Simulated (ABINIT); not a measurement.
# MgO (Fm-3m): G0W0 in ABINIT against the bands in the self-energy

Aim: move the bands in the self-energy of a G0W0 run on MgO (Fm-3m) over a wide range.

Program: ABINIT 10.8.3. Level of theory: PBE and many-body steps on it, plane waves. Results are calculated unless marked as measured.

**1. Starting point**

The structure is cubic, space group Fm-3m (No. 225). Conventional cell: a = 4.194 Å, b = 4.194 Å, c = 4.194 Å, α = 90.00°, β = 90.00°, γ = 90.00°. Nearest to Mg lie 6 O at 2.10 Å. Nearest to O lie 6 Mg at 2.10 Å. Farther neighbours and most contacts between anions are not listed.

The cell and positions are those that the Materials Project relaxed with its own functionals (PBE, PBE+U or r2SCAN), kept fixed.

**2. Screening, 4×4×4 mesh, 63 bands, screening to 217.7 eV**

This step: ABINIT 10.8.3; RPA screening on PBE, plane waves, norm-conserving pseudopotentials.

The RPA dielectric matrix is built and inverted for each q.

Input file run.abi:

```
acell 3*1.0 Angstrom
rprim 
  -0.000000000000 2.097001392700 2.097001392700
  2.097001392700 -0.000000000000 2.097001392700
  2.097001392700 2.097001392700 -0.000000000000
ntypat 2
znucl 12 8
natom 2
typat 1 2
xred 
  0.000000000000 0.000000000000 0.000000000000
  0.500000000000 0.500000000000 0.500000000000
pp_dirpath "pseudos"
pseudos "Mg.upf, O.upf"
ecut 38
ngkpt 4 4 4
nshiftk 1
shiftk 0 0 0
kptopt 1
chksymbreak 0
istwfk *1
occopt 1
irdwfk 1
optdriver 3
nband 63
ecuteps 8
inclvkb 2
awtr 1
symchi 1
indata_prefix "in"
outdata_prefix "out"
tmpdata_prefix "tmp"
```

Launch:

```sh
$ OMP_NUM_THREADS=1 mpirun -n 4 abinit run.abi > log
```

Log:

```text
.Version 10.8.3 of ABINIT. v10.8.2 released Aug 2026.

 Symmetries : space group Fm -3 m (#225); Bravais cF (face-center cubic)
[... echo of the input left out ...]
== DATASET  1 ==================================================================
-   mpi_nproc: 4, omp_nthreads: 1 (-1 if OMP is not activated)

--- !DatasetInfo
iteration_state: {dtset: 1, }
dimensions: {natom: 2, nkpt: 8, mband: 63, nsppol: 1, nspinor: 1, nspden: 1, mpw: 1411, }
cutoff_energies: {ecut:  38.0, pawecutdg:  -1.0, }
electrons: {nelect:   1.60000000E+01, charge:   0.00000000E+00, occopt:   1.00000000E+00, tsmear:   1.00000000E-02, }

 SCREENING: Calculation of the susceptibility and dielectric matrices

 Based on a program developped by R.W. Godby, V. Olevano, G. Onida, and L. Reining.
 Incorporated in ABINIT by V. Olevano, G.-M. Rignanese, and M. Torrent.
.Using double precision arithmetic ; gwpc =  8

[... cell and pseudopotentials left out ...]
--------------------------------------------------------------------------------

 ==== K-mesh for the wavefunctions ====
 Number of points in the irreducible wedge :     8
[... list of points left out ...]
 Together with 48 symmetry operations and time-reversal symmetry
 yields    64 points in the full Brillouin Zone.

 ==== Q-mesh for the screening function ====
 Number of points in the irreducible wedge :     8
[... list of points left out ...]
 Together with 48 symmetry operations and time-reversal symmetry
 yields    64 points in the full Brillouin Zone.

 setmesh: FFT mesh size selected  =    24x   24x   24
          total number of points  =        13824

 vcoul_init : cutoff-mode = AUXILIARY_FUNCTION
 q-points for optical limit:   1
     1)      0.000010    0.000020    0.000030

- screening: taking advantage of time-reversal symmetry
- Maximum band index for partially occupied states nbvw = 8
- Remaining bands to be divided among processors   nbcw = 55
- Number of bands treated by each node ~13

 Number of electrons calculated from density =   16.0000; Expected =   16.0000
 average of density, n =  0.128557
 r_s =    1.2291
 omega_plasma =   34.5863 [eV]

 calculating chi0 at frequencies [eV] :
  1    0.000000E+00    0.000000E+00
  2    0.000000E+00    3.458631E+01

--------------------------------------------------------------------------------
  q-point number  1        q = ( 0.000000, 0.000000, 0.000000) [r.l.u.]
--------------------------------------------------------------------------------
[... chi0 elements left out ...]
 For q-point:  0.000010 0.000020 0.000030
  dielectric constant =   3.1609
  dielectric constant without local fields =   3.3860

  Average fulfillment of the sum rule on Im[epsilon] for q-point    1 :     58.72  [%]
[... wings left out ...]
  q-point number  2        q = ( 0.250000, 0.000000, 0.000000) [r.l.u.]
--------------------------------------------------------------------------------
[... chi0 elements left out ...]
  Average fulfillment of the sum rule on Im[epsilon] for q-point    2 :     72.89  [%]

 [... 6 further q-points ...]
```

It took 13 s on 4 MPI ranks of Arm Neoverse N1, shared host; peak memory 0.44 GiB; 52 s of CPU time.

This step gave:

| Item | Value |
| --- | --- |
| ε∞ with local fields, on this mesh, along the program's q direction | 3.161 |
| the same without local fields | 3.386 |
| plasma frequency | 34.59 eV |
| plane waves in the screening matrix | 137 |

Local fields lower ε∞ by 7 %. On a Γ-centred mesh this coarse the value itself is usually too large, while a short band sum pulls it down.

**3. 16 bands**

This step: G0W0 on PBE, plane waves, norm-conserving pseudopotentials.

Changes to run.abi since step 2:

```diff
@@ -23,8 +23,15 @@
 irdwfk 1
-optdriver 3
-nband 63
+optdriver 4
+nband 16
+gwcalctyp 0
+ecutsigx 38
+symsigma 1
+nkptgw 1
+kptgw 
+  0.0000000000 0.0000000000 0.0000000000
+bdgw 
+  6 12
 ecuteps 8
-inclvkb 2
-awtr 1
-symchi 1
+irdscr 1
+ppmodel 1
 indata_prefix "in"
```

Log:

```text
.Version 10.8.3 of ABINIT. v10.8.2 released Aug 2026.

 Symmetries : space group Fm -3 m (#225); Bravais cF (face-center cubic)
[... echo of the input left out ...]
== DATASET  1 ==================================================================
-   mpi_nproc: 4, omp_nthreads: 1 (-1 if OMP is not activated)

--- !DatasetInfo
iteration_state: {dtset: 1, }
dimensions: {natom: 2, nkpt: 8, mband: 16, nsppol: 1, nspinor: 1, nspden: 1, mpw: 1411, }
cutoff_energies: {ecut:  38.0, pawecutdg:  -1.0, }
electrons: {nelect:   1.60000000E+01, charge:   0.00000000E+00, occopt:   1.00000000E+00, tsmear:   1.00000000E-02, }

 SIGMA: Calculation of the GW corrections

 Based on a program developped by R.W. Godby, V. Olevano, G. Onida, and L. Reining.
 Incorporated in ABINIT by V. Olevano, G.-M. Rignanese, and M. Torrent.
.Using double precision arithmetic ; gwpc =  8

[... cell and pseudopotentials left out ...]
--------------------------------------------------------------------------------

 ==== K-mesh for the wavefunctions ====
 Number of points in the irreducible wedge :     8
[... list of points left out ...]
 Together with 48 symmetry operations and time-reversal symmetry
 yields    64 points in the full Brillouin Zone.

 ==== Q-mesh for screening function ====
 Number of points in the irreducible wedge :     8
[... list of points left out ...]
 Together with 48 symmetry operations and time-reversal symmetry
 yields    64 points in the full Brillouin Zone.

 vcoul_init : cutoff-mode = AUXILIARY_FUNCTION
 q-points for optical limit:   1
     1)      0.000010    0.000020    0.000030
 setmesh: FFT mesh size selected  =    32x   32x   32
          total number of points  =        32768

 Number of electrons calculated from density =   16.0000; Expected =   16.0000
 average of density, n =  0.128557
 r_s =    1.2291
 omega_plasma =   34.5863 [eV]

 === KS Band Gaps ===
  >>>> For spin  1
   Minimum direct gap =   4.8948 [eV], located at k-point      :   0.0000  0.0000  0.0000
   Fundamental gap    =   4.8948 [eV], Top of valence bands at :   0.0000  0.0000  0.0000
                                       Bottom of conduction at :   0.0000  0.0000  0.0000
 SIGMA fundamental parameters:
 PLASMON POLE MODEL  1
 number of plane-waves for SigmaX                 1411
 number of plane-waves for SigmaC and W            137
 number of plane-waves for wavefunctions          1411
 number of bands                                    16
 number of independent spin polarizations            1
 number of spinorial components                      1
 number of k-points in IBZ                           8
 number of q-points in IBZ                           8
 number of symmetry operations                      48
 number of k-points in BZ                           64
 number of q-points in BZ                           64
 number of frequencies for dSigma/dE                 9
 frequency step for dSigma/dE [eV]                0.25
 number of omega for Sigma on real axis              0
 max omega for Sigma on real axis  [eV]           0.00
 zcut for avoiding poles [eV]                     0.10

 EPSILON^-1 parameters (SCR file):
 dimension of the eps^-1 matrix on file            137
 dimension of the eps^-1 matrix used               137
 number of plane-waves for wavefunctions          1411
 number of bands                                    63
 number of q-points in IBZ                           8
 number of frequencies                               2
 number of real frequencies                          1
 number of imag frequencies                          1

 matrix elements of self-energy operator (all in [eV])

 Perturbative Calculation

--- !SelfEnergy_ee
iteration_state: {dtset: 1, }
kpoint     : [   0.000,    0.000,    0.000, ]
spin       : 1
KS_gap     :    4.895
QP_gap     :    6.786
Delta_QP_KS:    1.891
data: !SigmaeeData |
     Band     E0 <VxcDFT>   SigX SigC(E0)      Z dSigC/dE  Sig(E)    E-E0       E
        6   4.841 -20.158 -25.612   5.126   0.817  -0.224 -20.426  -0.268   4.573
        7   4.841 -20.158 -25.612   5.126   0.817  -0.224 -20.426  -0.268   4.573
        8   4.841 -20.158 -25.612   5.126   0.817  -0.224 -20.426  -0.268   4.573
        9   9.736 -13.556  -8.781  -2.888   0.860  -0.163 -11.933   1.623  11.359
       10  20.877  -9.636  -3.703  -3.420   0.879  -0.138  -7.427   2.209  23.086
       11  20.877  -9.636  -3.703  -3.420   0.879  -0.138  -7.427   2.209  23.086
       12  20.877  -9.636  -3.703  -3.420   0.879  -0.138  -7.427   2.209  23.086

== END DATASET(S) ==============================================================
================================================================================

 -outvars: echo values of variables after computation  --------
           etotal      0.0000000000E+00
            nband          16
             nkpt           8
          spgroup         225
 [... the other variables as echoed above ...]

 Calculation completed.
```

It took 3.1 s on 4 MPI ranks; peak memory 0.35 GiB; 12 s of CPU time.

This step gave:

```yaml
g0w0_gap_on_the_points_computed: 6.786 eV
starting_gap_on_the_mesh: 4.895 eV
k_of_the_valence_top: 0, 0, 0
k_of_the_conduction_bottom: 0, 0, 0
z_at_the_valence_top: 0.817
z_at_the_conduction_bottom: 0.86
least_direct_g0w0_gap_on_the_computed_points: 6.786 eV
```

**4. 21 bands**

The self-energy is evaluated for the states that the input lists, and the levels follow from it, in one-shot runs by the linearised quasiparticle equation.

Changes to run.abi since step 3:

```diff
@@ -24,3 +24,3 @@
 optdriver 4
-nband 16
+nband 21
 gwcalctyp 0
```

Log:

```text
.Version 10.8.3 of ABINIT. v10.8.2 released Aug 2026.

 Symmetries : space group Fm -3 m (#225); Bravais cF (face-center cubic)
[... echo of the input left out ...]
== DATASET  1 ==================================================================
-   mpi_nproc: 4, omp_nthreads: 1 (-1 if OMP is not activated)

--- !DatasetInfo
iteration_state: {dtset: 1, }
dimensions: {natom: 2, nkpt: 8, mband: 21, nsppol: 1, nspinor: 1, nspden: 1, mpw: 1411, }
cutoff_energies: {ecut:  38.0, pawecutdg:  -1.0, }
electrons: {nelect:   1.60000000E+01, charge:   0.00000000E+00, occopt:   1.00000000E+00, tsmear:   1.00000000E-02, }

 SIGMA: Calculation of the GW corrections

 Based on a program developped by R.W. Godby, V. Olevano, G. Onida, and L. Reining.
 Incorporated in ABINIT by V. Olevano, G.-M. Rignanese, and M. Torrent.
.Using double precision arithmetic ; gwpc =  8

[... cell and pseudopotentials left out ...]
--------------------------------------------------------------------------------

 ==== K-mesh for the wavefunctions ====
 Number of points in the irreducible wedge :     8
[... list of points left out ...]
 Together with 48 symmetry operations and time-reversal symmetry
 yields    64 points in the full Brillouin Zone.

 ==== Q-mesh for screening function ====
 Number of points in the irreducible wedge :     8
[... list of points left out ...]
 Together with 48 symmetry operations and time-reversal symmetry
 yields    64 points in the full Brillouin Zone.

 vcoul_init : cutoff-mode = AUXILIARY_FUNCTION
 q-points for optical limit:   1
     1)      0.000010    0.000020    0.000030
 setmesh: FFT mesh size selected  =    32x   32x   32
          total number of points  =        32768

 Number of electrons calculated from density =   16.0000; Expected =   16.0000
[...]
number of q-points in BZ                           64
 number of frequencies for dSigma/dE                 9
 frequency step for dSigma/dE [eV]                0.25
 number of omega for Sigma on real axis              0
 max omega for Sigma on real axis  [eV]           0.00
 zcut for avoiding poles [eV]                     0.10

 EPSILON^-1 parameters (SCR file):
 dimension of the eps^-1 matrix on file            137
 dimension of the eps^-1 matrix used               137
 number of plane-waves for wavefunctions          1411
 number of bands                                    63
 number of q-points in IBZ                           8
 number of frequencies                               2
 number of real frequencies                          1
 number of imag frequencies                          1

 matrix elements of self-energy operator (all in [eV])

 Perturbative Calculation

--- !SelfEnergy_ee
iteration_state: {dtset: 1, }
kpoint     : [   0.000,    0.000,    0.000, ]
spin       : 1
KS_gap     :    4.895
QP_gap     :    6.891
Delta_QP_KS:    1.996
data: !SigmaeeData |
     Band     E0 <VxcDFT>   SigX SigC(E0)      Z dSigC/dE  Sig(E)    E-E0       E
        6   4.841 -20.158 -25.612   4.766   0.814  -0.229 -20.717  -0.560   4.281
        7   4.841 -20.158 -25.612   4.766   0.814  -0.229 -20.717  -0.560   4.281
        8   4.841 -20.158 -25.612   4.766   0.814  -0.229 -20.717  -0.560   4.281
        9   9.736 -13.556  -8.781  -3.101   0.858  -0.166 -12.120   1.436  11.172
       10  20.877  -9.636  -3.703  -3.911   0.871  -0.148  -7.874   1.762  22.639
       11  20.877  -9.636  -3.703  -3.911   0.871  -0.148  -7.874   1.762  22.639
       12  20.877  -9.636  -3.703  -3.911   0.871  -0.148  -7.874   1.762  22.639

== END DATASET(S) ==============================================================
================================================================================

 -outvars: echo values of variables after computation  --------
           etotal      0.0000000000E+00
            nband          21
             nkpt           8
          spgroup         225
 [... the other variables as echoed above ...]

 Calculation completed.
```

The job ended after 3.3 s (4 MPI ranks; peak memory 0.35 GiB; 13 s of CPU time).

This step gave:

```yaml
g0w0_gap_on_the_points_computed: 6.891 eV
starting_gap_on_the_mesh: 4.895 eV
k_of_the_valence_top: 0, 0, 0
k_of_the_conduction_bottom: 0, 0, 0
z_at_the_valence_top: 0.814
z_at_the_conduction_bottom: 0.858
least_direct_g0w0_gap_on_the_computed_points: 6.891 eV
```

The gap on the mesh goes from 4.89 eV to 6.89 eV, a correction of +2.00 eV.

**5. 40 bands**

Changes to run.abi since step 4:

```diff
@@ -24,3 +24,3 @@
 optdriver 4
-nband 21
+nband 40
 gwcalctyp 0
```

Log:

```text
.Version 10.8.3 of ABINIT. v10.8.2 released Aug 2026.

 Symmetries : space group Fm -3 m (#225); Bravais cF (face-center cubic)
[... echo of the input left out ...]
== DATASET  1 ==================================================================
-   mpi_nproc: 4, omp_nthreads: 1 (-1 if OMP is not activated)

--- !DatasetInfo
iteration_state: {dtset: 1, }
dimensions: {natom: 2, nkpt: 8, mband: 40, nsppol: 1, nspinor: 1, nspden: 1, mpw: 1411, }
cutoff_energies: {ecut:  38.0, pawecutdg:  -1.0, }
[...]
10  20.877  -9.636  -3.703  -4.396   0.866  -0.155  -8.304   1.332  22.209
       11  20.877  -9.636  -3.703  -4.396   0.866  -0.155  -8.304   1.332  22.209
       12  20.877  -9.636  -3.703  -4.396   0.866  -0.155  -8.304   1.332  22.209

== END DATASET(S) ==============================================================
================================================================================

 -outvars: echo values of variables after computation  --------
           etotal      0.0000000000E+00
            nband          40
             nkpt           8
          spgroup         225
 [... the other variables as echoed above ...]

 Calculation completed.
```

Elapsed: 3.8 s, on 4 MPI ranks; peak memory 0.36 GiB; 15 s of CPU time.

This step gave:

```yaml
g0w0_gap_on_the_points_computed: 7.055 eV
starting_gap_on_the_mesh: 4.895 eV
k_of_the_valence_top: 0, 0, 0
k_of_the_conduction_bottom: 0, 0, 0
least_direct_g0w0_gap_on_the_computed_points: 7.055 eV
```

Against the run before, the gap moves by +0.164 eV.

**6. 63 bands**

Changes to run.abi since step 5:

```diff
@@ -24,3 +24,3 @@
 optdriver 4
-nband 40
+nband 63
 gwcalctyp 0
```

Log:

```text
.Version 10.8.3 of ABINIT. v10.8.2 released Aug 2026.

 Symmetries : space group Fm -3 m (#225); Bravais cF (face-center cubic)
[... echo of the input left out ...]
== DATASET  1 ==================================================================
-   mpi_nproc: 4, omp_nthreads: 1 (-1 if OMP is not activated)

--- !DatasetInfo
iteration_state: {dtset: 1, }
dimensions: {natom: 2, nkpt: 8, mband: 63, nsppol: 1, nspinor: 1, nspden: 1, mpw: 1411, }
cutoff_energies: {ecut:  38.0, pawecutdg:  -1.0, }
[...]
10  20.877  -9.636  -3.703  -4.530   0.865  -0.156  -8.421   1.215  22.092
       11  20.877  -9.636  -3.703  -4.530   0.865  -0.156  -8.421   1.215  22.092
       12  20.877  -9.636  -3.703  -4.530   0.865  -0.156  -8.421   1.215  22.092

== END DATASET(S) ==============================================================
================================================================================

 -outvars: echo values of variables after computation  --------
           etotal      0.0000000000E+00
            nband          63
             nkpt           8
          spgroup         225
 [... the other variables as echoed above ...]

 Calculation completed.
```

Run time: 4.4 s. Hardware: 4 MPI ranks; peak memory 0.36 GiB; 17 s of CPU time.

This step gave:

```
G0W0 gap on the points computed              : 7.143 eV
starting gap on the mesh                     : 4.895 eV
k of the valence top                         : 0, 0, 0
k of the conduction bottom                   : 0, 0, 0
least direct G0W0 gap on the computed points : 7.143 eV
```

Against the run before, the gap moves by +0.088 eV.

**7. The runs together**

Times are wall times on 4 MPI ranks of Arm Neoverse N1, shared host, good to a factor of about two. A run's time includes the screening step that it read.

```csv
run,mesh,bands,screening cutoff (eV),DFT gap (eV),gap on the mesh (eV),direct (eV),ε∞ used,time
16 bands,4×4×4,16,217.7,4.895,6.786,6.786,3.16,16 s
21 bands,4×4×4,21,217.7,4.895,6.891,6.891,3.16,16 s
40 bands,4×4×4,40,217.7,4.895,7.055,7.055,3.16,17 s
63 bands,4×4×4,63,217.7,4.895,7.143,7.143,3.16,17 s
```

**8. What came out**

| Item | Value |
| --- | --- |
| 16 bands | 6.786 eV |
| 21 bands | 6.891 eV |
| 40 bands | 7.055 eV |
| 63 bands | 7.143 eV |
| known limits | not at the basis limit; coarse k mesh |

What this shows: The setting moved: bands in the self-energy. From 16 bands to 63 bands the gap moves by +0.36 eV. The last step still moves it by +0.088 eV. Bands and screening cutoff are coupled, so a series along one setting does not show full convergence. Bands and cutoff are finite, so the gap is not at the basis limit. The miss can reach some tenths of an eV and take either sign; the mesh is an error of its own. In the first G0W0 run levels were corrected at 1 k point alone, so a gap called «on the mesh» is the least over those, and an edge elsewhere would be missed. The 4×4×4 mesh is coarse for this cell, which bears on the long-range parts of exchange and screening.

[Paths, hosts, dates, memory and timing lines, banners, echoed tables and standing remarks are left out of the program output.]

[Logs are printed without paths, hosts, clocks, repeated set-up lines and the standing remarks that a program may print on its own settings, such as how far it seeks lower states.]

[Runs of the session that timed out or met a known fault of the program may be left out.]

[No measured gap is set beside runs whose start may be inverted or whose files or cutoffs have a known fault.]

[Hosts, paths, dates, database ids (printed as entryN), source tags and the programs' standing remarks are cut or masked in the printed files.]

[G0W0 gaps are taken among the corrected bands and points alone; a level outside them can change the order at an edge.]

[Where Ansatz stands beside ABINIT at settings called matched, ABINIT's density can come from a denser mesh and the files from another edition; pairs whose starting gaps differed by over 0.03 eV were left out, so agreement reads better than it is.]
